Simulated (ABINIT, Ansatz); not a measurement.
# Lattice dynamics of SiSb (Pm-3m) in two programs, part 4 of 4

How does SiSb (Pm-3m) vibrate, and is this structure a minimum?

ABINIT 10.8.3; DFT LDA, scalar-relativistic, plane waves, HGH norm-conserving pseudopotentials.

So far, lowest frequency on the path (cm⁻¹): step 8 (dispersion) -95.4. Also highest frequency (cm⁻¹): step 8 194.

The structure was built from a prototype and need not be the compound's stable phase.

## 10. The same in Ansatz

The same cell goes through another code, with its own cutoff. The potentials differ.

This step: DFT LDA, scalar-relativistic, plane waves, PseudoDojo norm-conserving pseudopotentials (Ansatz 0.2.0).

The input, input.yaml:

```yaml
crystal:
  lattice:
    - [3.4339522214, 0.0, 0.0]
    - [0.0, 3.4339522214, 0.0]
    - [0.0, 0.0, 3.4339522214]
  atoms:
    - { symbol: Sb, position: [0.0, 0.0, 0.0] }
    - { symbol: Si, position: [0.5, 0.5, 0.5] }
kpoints:
  mp_grid: { grid: [8, 8, 8] }
hamiltonian:
  xc: lda
  pseudopotentials: { kind: nc, accuracy: standard }
scf:
  occupations: { method: methfessel_paxton, width: 0.27211 }
output:
  eigenvalues: true
phonons:
  method: dfpt
  qmesh: [4, 4, 4]
  temperatures: { t_max: 1000, t_step: 50 }
  qpath:
    path:
      - [[0.0, 0.0, 0.0], [0.0, 0.5, 0.0], [0.5, 0.5, 0.0], [0.0, 0.0, 0.0], [0.5, 0.5, 0.5], [0.0, 0.5, 0.0]]
      - [[0.5, 0.5, 0.5], [0.5, 0.5, 0.0]]
    npoints: 10
```

Started as:

```sh
$ ansatz run input.yaml --threads 4 --pin off --max-ram 8192MiB --backend cpu --events-out ev --progress --plain --runs-dir out
```

Output:

```text
Engine: ansatz 0.2.0, aarch64-unknown-linux-gnu
Pseudopotentials: kind: nc
Pseudopotential: Sb, nc, valence charge 15, recommended cutoff 1142.878222 eV (normal), Sb.nc.azcp (PseudoDojo's, or run here from an input of PseudoDojo's; its table is named by hamiltonian.pseudopotentials.accuracy)
Pseudopotential: Si, nc, valence charge 4, recommended cutoff 435.38218 eV (normal), Si.nc.azcp (PseudoDojo's, or run here from an input of PseudoDojo's; its table is named by hamiltonian.pseudopotentials.accuracy)
Functional definition: SPW92
  exchange = slater_x
  correlation = pw_c
Crystal: 2 atoms, lattice volume = 40.493 Å³
Basis set: ecut = 1142.878222 eV, 3575 PW (Γ), exchange–correlation on 80×80×80 points (8 copies of the dense FFT grid, shifted against one another)
Bands: 14, of which v1, the nominal top of the filled ones, is band 10 counted from 1 (9 counted from 0)
Symmetry: 48 space group operations
k-points: 35 of 512
Non-local potential: Sb, projectors of the file, l = 0: 2, l = 1: 2, l = 2: 2
Non-local potential: Si, projectors of the file, l = 0: 2, l = 1: 2, l = 2: 2
Initial density: superposition of atomic densities (chi_scale 0.1, normalization cell, long waves kept (reshape's long-wave potential 0.00 eV rms))
Initial wavefunctions: pseudopotential atomic-orbital guess
Functional: x = slater, c = lda
SCF iter   1: F=—  HF=-2583.332458 eV  |F-HF|=—  |Δ(HF+E_count)|=         —  Δρ=1.71e-2  dr2=2.07e-1  ethr=3.10e-3  ⟨swp⟩=5.9  Hψ=2840  notcnv=0
preconditioner: auto → none  [metal: Δε(μ)=0.119 eV  Ē_g=9.618 eV  σ=0.272 eV  W_gap=0.36  n_scr=6 (ndim 8)  ℏωp=17.5 eV  f_vac=0.000  D(μ)=1.20/eV (n_scr^D=6)  sad-step TF]
SCF iter   2: F=—  HF=-2583.286072 eV  |F-HF|=—  |Δ(HF+E_count)|=   4.64e-2  S|Δr|=    0.00e0  Δρ=1.03e-2  dr2=6.92e-2  ethr=1.09e-3  ⟨swp⟩=1.0  Hψ=770  notcnv=0
SCF iter   3: F=—  HF=-2583.262592 eV  |F-HF|=—  |Δ(HF+E_count)|=   2.35e-2  S|Δr|=    0.00e0  Δρ=1.22e-3  dr2=6.73e-4  ethr=3.64e-4  ⟨swp⟩=2.7  Hψ=794  notcnv=0
SCF iter   4: F=—  HF=-2583.262503 eV  |F-HF|=—  |Δ(HF+E_count)|=   8.85e-5  S|Δr|=    0.00e0  Δρ=2.55e-4  dr2=8.71e-6  ethr=3.54e-6  ⟨swp⟩=2.1  Hψ=720  notcnv=0
SCF iter   5: F=—  HF=-2583.262492 eV  |F-HF|=—  |Δ(HF+E_count)|=   1.11e-5  S|Δr|=    0.00e0  Δρ=5.00e-5  dr2=6.62e-7  ethr=4.58e-8  ⟨swp⟩=2.5  Hψ=868  notcnv=0
SCF iter   6: F=—  HF=-2583.262495 eV  |F-HF|=—  |Δ(HF+E_count)|=   2.42e-6  S|Δr|=    0.00e0  Δρ=5.30e-6  dr2=1.23e-8  ethr=3.49e-9  ⟨swp⟩=2.1  Hψ=815  notcnv=0
SCF iter   7: F=—  HF=-2583.262495 eV  |F-HF|=—  |Δ(HF+E_count)|=   1.29e-9  S|Δr|=    0.00e0  Δρ=8.99e-7  dr2=3.27e-10  ethr=6.46e-11  ⟨swp⟩=2.9  Hψ=899  notcnv=0
SCF iter   8: F=—  HF=-2583.262495 eV  |F-HF|=—  |Δ(HF+E_count)|=  7.50e-11  S|Δr|=    0.00e0  Δρ=2.26e-7  dr2=1.69e-11  ethr=1.72e-12  ⟨swp⟩=2.6  Hψ=802  notcnv=0
SCF iter   9: F=-2583.262495 eV  HF=-2583.262495 eV  |F-HF|=1.82e-12  |Δ(HF+E_count)|=  1.82e-12  S|Δr|=    0.00e0  Δρ=2.90e-8  dr2=3.41e-13  ethr=1.00e-12  ⟨swp⟩=10.5  Hψ=3273  notcnv=0
SCF 1 converged in 9 iterations: F = -2583.262495 eV  dr2 = 3.41e-13
phonons: the bands overlap, so this run is a metal and interpolates without the dipole-dipole term. If the crystal is really an insulator or semiconductor, its LO-TO splitting is missing
NSCF: frozen V_eff on 35 k-points
WARN: eigensolver did not converge in 17 slots of this pass, the one above among them; of largest residual over every band (k=13): 1 band(s) unlocked (lowest unlocked band 13, counted from 0; max residual 2.49e-1 eV among the unlocked bands, 2.49e-1 eV over every band); of lowest unlocked band (k=10): band 13
NSCF: frozen V_eff on 75 k-points
DFPT response loops at q = (0, 0, 0) (fractional): preconditioner auto → Kerker (q_TF=auto, 2.405 Å⁻¹) (partly filled bands, converged f_vac=0.000); β = 1.00, the filter's whole step (`scf.mixing.beta` (0.50) is not read by the response loops under this deck's `scf.mixing.preconditioner`; to damp them name `kerker` or `kerker_dos`, under which they read `scf.mixing.beta`, and type it under 1.00, their step now; both keys bind the ground state too); Broyden in place of MSR1
NSCF: frozen V_eff on 400 k-points
DFPT response loops at q = (0, 0, 0.25) (fractional): mixed as the last ones told, above
NSCF: frozen V_eff on 250 k-points
DFPT response loops at q = (0, 0, -0.5) (fractional): mixed as the last ones told, above
NSCF: frozen V_eff on 640 k-points
DFPT response loops at q = (0, 0.25, 0.25) (fractional): mixed as the last ones told, above
NSCF: frozen V_eff on 400 k-points
DFPT response loops at q = (0, 0.25, -0.5) (fractional): mixed as the last ones told, above
NSCF: frozen V_eff on 250 k-points
DFPT response loops at q = (0, -0.5, -0.5) (fractional): mixed as the last ones told, above
NSCF: frozen V_eff on 576 k-points
DFPT response loops at q = (0.25, 0.25, 0.25) (fractional): mixed as the last ones told, above
NSCF: frozen V_eff on 640 k-points
DFPT response loops at q = (0.25, 0.25, -0.5) (fractional): mixed as the last ones told, above
NSCF: frozen V_eff on 400 k-points
DFPT response loops at q = (0.25, -0.5, -0.5) (fractional): mixed as the last ones told, above
NSCF: frozen V_eff on 150 k-points
DFPT response loops at q = (-0.5, -0.5, -0.5) (fractional): mixed as the last ones told, above
SCF converged after 9 iterations
Stability not checked: this state was not tested for a lower state beside it, because cold or Methfessel-Paxton smearing, or corrected tetrahedra, fill the levels in a way that the test cannot read (fill_not_monotonic; see scf.lower_state_search)
Free energy (F): -2583.262495 eV
Harris-Foulkes:  -2583.262495 eV  (|F-HF|=1.82e-12)
Internal energy: -2583.257553 eV  (E = F + TS)
E sigma→0 (E₀):  -2583.261259 eV
Entropy (-TS):   -0.004941 eV (-2.471 meV/atom)
Fermi energy:    11.892079 eV
--- Per-component energies (eV) ---
  E_band       = -116.722654
  E_kinetic    = 1489.448716
  E_local      = -1887.328724  (includes V_loc(G=0)·N_el)
  E_nonlocal   = -501.682220
  E_hartree    = 602.400777
  E_xc         = -650.658963
  E_vxc        = -421.961956  (∫ρ·V_xc dr)
  E_ewald      = -1635.437139
  E_smearing   = -0.004941  (= −TS)
  E_closure    = 0.000000  (closes the sum)
  Σ components = -2583.262495   (vs F -2583.262495, Δ=0.00e0)
--- Band table (eV; the first three rows and the last of 35) ---
  k-point 0: bands = [... 6 lower, 8.9307, 10.2808, 10.2808, 10.2808, 14.6512, 14.6512, 19.5799, 19.5799]
  k-point 1: bands = [... 6 lower, 7.5045, 10.4823, 10.4823, 10.7649, 14.8253, 16.0942, 18.6961, 18.6961]
  k-point 2: bands = [... 6 lower, 5.3173, 11.0802, 11.0802, 11.4248, 15.3430, 16.9109, 16.9109, 16.9424]
  k-point 34: bands = [... 6 lower, 6.5701, 8.4412, 8.4412, 8.4412, 9.4647, 9.4647, 9.4647, 28.9439]
--- Phonons (Γ-DFPT): 2 representative perturbations + reference (Σ response iterations 5) ---
  ASR residual: 7.935e-5 → 0.000e0 eV/Å²; symmetrization residual: 1.660e-6 eV/Å²
  ASR residual per site (eV/Å²): 7.93e-5 8.09e-6
  Γ frequencies (cm⁻¹): 0.00 0.00 0.00 98.61 98.61 98.61
--- Phonons (arbitrary-q DFPT): 10 irreducible q on the 4×4×4 mesh ---
  q = [0.0000, 0.0000, 0.0000] (star 1, of the zone-centre solve; hermiticity 4.07e-6, symmetrization 7.03e-14): -0.00 0.00 0.00 98.61 98.61 98.61
  q = [0.0000, 0.0000, 0.2500] (star 6, 4 solved perturbations in 640 linear systems a pass and spin channel, the states on 200 of 512 k-point pairs; hermiticity 4.53e-6, symmetrization 3.36e-12, the responses' own estimated error 6.5e-5 eV/Å²): 39.60 39.60 65.74 105.40 108.90 108.90
  q = [0.0000, 0.0000, -0.5000] (star 3, 4 solved perturbations in 400 linear systems a pass and spin channel, the states on 125 of 512 k-point pairs; hermiticity 5.64e-14, symmetrization 1.39e-12, the responses' own estimated error 6.5e-5 eV/Å²): 45.09 45.09 108.29 122.31 122.31 156.97
  q = [0.0000, 0.2500, 0.2500] (star 12, 4 solved perturbations in 1000 linear systems a pass and spin channel, the states on 320 of 512 k-point pairs; hermiticity 3.19e-6, symmetrization 1.39e-12, the responses' own estimated error 6.7e-5 eV/Å²): 21.33 49.96 56.01 95.69 129.48 141.35
  q = [0.0000, 0.2500, -0.5000] (star 12, 6 solved perturbations on 200 of 512 k-point pairs; hermiticity 1.05e-6, symmetrization 2.87e-14, the responses' own estimated error 6.7e-5 eV/Å²): -27.88 50.30 79.69 81.56 132.63 133.71
  q = [0.0000, -0.5000, -0.5000] (star 3, 4 solved perturbations in 400 linear systems a pass and spin channel, the states on 125 of 512 k-point pairs; hermiticity 1.50e-6, symmetrization 7.08e-14, the responses' own estimated error 6.6e-5 eV/Å²): -86.81 -63.70 49.98 49.98 125.24 125.24
  q = [0.2500, 0.2500, 0.2500] (star 8, 2 solved perturbations on 288 of 512 k-point pairs; hermiticity 1.90e-6, symmetrization 3.13e-12, the responses' own estimated error 6.9e-5 eV/Å²): -49.51 70.49 70.49 111.75 139.12 139.12
  q = [0.2500, 0.2500, -0.5000] (star 12, 4 solved perturbations in 1000 linear systems a pass and spin channel, the states on 320 of 512 k-point pairs; hermiticity 1.16e-6, symmetrization 1.69e-12, the responses' own estimated error 7.1e-5 eV/Å²): -28.19 15.45 89.38 101.66 136.46 149.47
  q = [0.2500, -0.5000, -0.5000] (star 6, 4 solved perturbations in 640 linear systems a pass and spin channel, the states on 200 of 512 k-point pairs; hermiticity 1.06e-6, symmetrization 2.30e-14, the responses' own estimated error 6.4e-5 eV/Å²): 45.26 82.82 82.82 84.56 151.71 151.71
  q = [-0.5000, -0.5000, -0.5000] (star 1, 2 solved perturbations on 75 of 512 k-point pairs; hermiticity 2.76e-14, symmetrization 2.32e-12, the responses' own estimated error 6.5e-5 eV/Å²): 127.36 127.36 127.36 196.88 196.88 196.88
  sum rule: each row above includes the acoustic sum rule's correction from the zone centre's row sums; it moved no ω² by more than (0.42 cm⁻¹)²
  mesh force constants: q→R imaginary residual 2.35e-18; ASR residual 7.935e-5 → 0.000e0 eV/Å²; symmetrization residual 3.109e-15 eV/Å²
  interpolated dispersion: 62 rows × 6 modes
  density of states and harmonic sums: on the 20×20×20 q-mesh, interpolated from the force constants of a 4×4×4 supercell (no non-analytic term)
  largest difference from the sums on the solved wave vectors: F 3.39e-2 eV, S 4.41e-5 and C_V 1.03e-5 eV/K
  zero-point energy: 0.031169 eV/cell   skipped modes (ω ≤ 0): 204, of them read as no rigid motion or as one in doubt: 201 (7.585e-1 modes/cell left out, lowest -86.81 cm⁻¹)   left out of the sums: 1.26e-1 of the cell's modes: C_V's classical limit lies that fraction below 3 k_B per atom; for a crystal, a wire or a layer, F and S can be off by more, and a phonons.interpolated_qmesh denser along its periods is the remedy for the sampling
```

Run time: 6.1 min. Hardware: 4 threads of Arm Neoverse N1, shared host; peak memory 1.8 GiB.

This step gave:

```yaml
sum_rule_residual_before_enforcement: 7.93e-5 eV/Å²
lowest_frequency_on_the_path: -86.81 cm⁻¹
share_of_modes_beyond_3i_cm_minus1_on_the_dense_interpolated_mesh: 0.1217
highest_optical_zone_centre_mode_no_lo_to_term: 98.61 cm⁻¹
lowest_optical_zone_centre_mode: 98.61 cm⁻¹
lowest_mode_on_the_q_mesh_acoustic_ones_at_the_zone_centre_apart: -86.81 cm⁻¹
```

## 11. The two compared: ABINIT HGH and Ansatz, PseudoDojo

Numbers from this step:

* root-mean-square difference: 5.16 cm⁻¹
* largest difference: 17.18 cm⁻¹
* root-mean-square difference on the path: 5.7 cm⁻¹
* largest difference on the path: 48 cm⁻¹

The 12 of 57 modes that differ most. Frequencies side by side:

```
q (reciprocal lattice)  mode  ABINIT HGH (cm⁻¹)  Ansatz, PseudoDojo (cm⁻¹)
                 0 0 0     4              90.62                      98.61
                 0 0 0     5              90.62                      98.61
                 0 0 0     6              90.62                      98.61
              0.25 0 0     5              103.8                      108.9
               0.5 0 0     6              151.6                        157
           0.25 0.25 0     1              11.49                      21.33
           0.25 0.25 0     5              123.9                      129.5
             0.5 0.5 0     1             -95.33                     -86.81
             0.5 0.5 0     5              119.4                      125.2
             0.5 0.5 0     6              119.4                      125.2
         0.5 0.25 0.25     1             -45.37                     -28.19
         0.5 0.25 0.25     2              -1.37                      15.45
```

At the solved wavevectors the largest difference (acoustic modes at Γ apart) is 9 % of the highest mode (on the interpolated path 25 %), but 38 % of the mode at 45i cm⁻¹ on which it sits.

## 12. What came out

```
space group after relaxation                                       : Pm-3m
volume per atom                                                    : 20.2 Å³
highest optical zone-centre mode (no LO-TO term)                   : 90.6 cm⁻¹
q mesh                                                             : 4×4×4
lowest mode on the q mesh (acoustic ones at the zone centre apart) : -95.3 cm⁻¹
imaginary modes on the q mesh                                      : yes
largest difference from Ansatz, PseudoDojo                         : 17.2 cm⁻¹
```

What this shows: SiSb (Pm-3m) is unstable: a mode solved on the 4×4×4 mesh is imaginary, 95i cm⁻¹; its spectrum reaches 195 cm⁻¹. At the LDA level the optical modes of SiSb (Pm-3m) at the zone centre lie at 91 cm⁻¹. On other potentials, and in a cell that was not relaxed for them, the second run differs strongly on some modes. The most unstable solved mode lies at q = (0.5, 0.5, 0), on the zone boundary, so the distortion that it points to doubles the cell. ABINIT HGH and Ansatz, PseudoDojo differ by 5.2 cm⁻¹ in the root mean square and by 17.2 cm⁻¹ at most, 8.8 % of the highest mode compared (acoustic modes at Γ left out; ABINIT's values are those before the sum rule); the two use different potentials, and the cell was not relaxed for the second set. Their interpolated bands part by up to 48 cm⁻¹. These are harmonic frequencies at zero temperature: anharmonic shifts and linewidths and thermal expansion are left out. Spin-orbit coupling is left out, which can matter for the heavy elements here. The HGH files keep few electrons and have no core correction, which is cheap but rough for Sb. In a metal the frequencies hang on the k mesh and the smearing, most of all near Kohn anomalies. The runs are without spin polarisation, although the cell has an odd electron count or an open d or f shell, so a magnetic state was not tested. The structure is a hypothetical one, built on a prototype.

[Host names and launcher messages were left out of these logs when they were recorded.]

[Logs are printed without paths, hosts, clocks, repeated set-up lines and the standing remarks that a program may print on its own settings, such as how far it seeks lower states.]

[Hosts, paths, dates, database ids (printed as entryN), source tags and the programs' standing remarks are cut or masked in the printed files.]
